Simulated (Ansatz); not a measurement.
The compound is NiAuO2 (R-3m).

Symmetry: R-3m, No. 166, trigonal system. The conventional cell has a = 2.954 Å, b = 2.954 Å, c = 18.106 Å, α = 90.00°, β = 90.00°, γ = 120.00°. Nearest to Ni lie 6 O at 1.97 Å. Nearest to Au lie 2 O at 2.03 Å. O has 3 Ni at 1.97 Å and 1 Au at 2.03 Å nearest. Farther neighbours and most contacts between anions are not listed.

```
Ni Au O
1.0
     4.18084    4.18084   -2.09186
     4.18084    2.09186   -4.18084
     2.09186    4.18084   -4.18084
Ni Au O
1 1 2
Cartesian
  5.2268 5.2268 -5.2268
  0.0000 0.0000 0.0000
  9.2793 9.2793 -9.2793
  1.1742 1.1742 -1.1742
```

The cell and positions are those that the Materials Project relaxed with its own functionals (PBE, PBE+U or r2SCAN), kept fixed. The program's search for lower electronic states was switched off, so nothing shows that the state found is the lowest. Spin-orbit coupling is left out unless a run names it. PAW set soft_2, made with PBE.

A constrained-RPA run (Ansatz 0.2.0; non-magnetic LDA; Ni eg, bands v1 to c1, 6×6×6 mesh, medium accuracy) builds 2 functions on bands 1.8 eV wide, with 1.0 electrons in the window. The bare on-site interaction is 12.8 eV and the bare J 0.56 eV.

Q: Estimate U, U′ and J.

On the Ni eg shell, U = 1.13 eV (9 % of the bare value), U′ = 0.58 eV, J = 0.28 eV.

The parent state is non-magnetic and the interaction static (zero frequency); U depends on the window and the orbitals, so it belongs to this model alone. Spin-orbit coupling, which is strong for atoms this heavy, is left out.

[Paths, hosts, dates, memory and timing lines, banners, echoed tables and standing remarks are left out of the program output.]

[Logs are printed without paths, hosts, clocks, repeated set-up lines and the standing remarks that a program may print on its own settings, such as how far it seeks lower states.]

[Runs of the session that timed out or met a known fault of the program may be left out.]

[Hosts, paths, dates, database ids (printed as entryN), source tags and the programs' standing remarks are cut or masked in the printed files.]
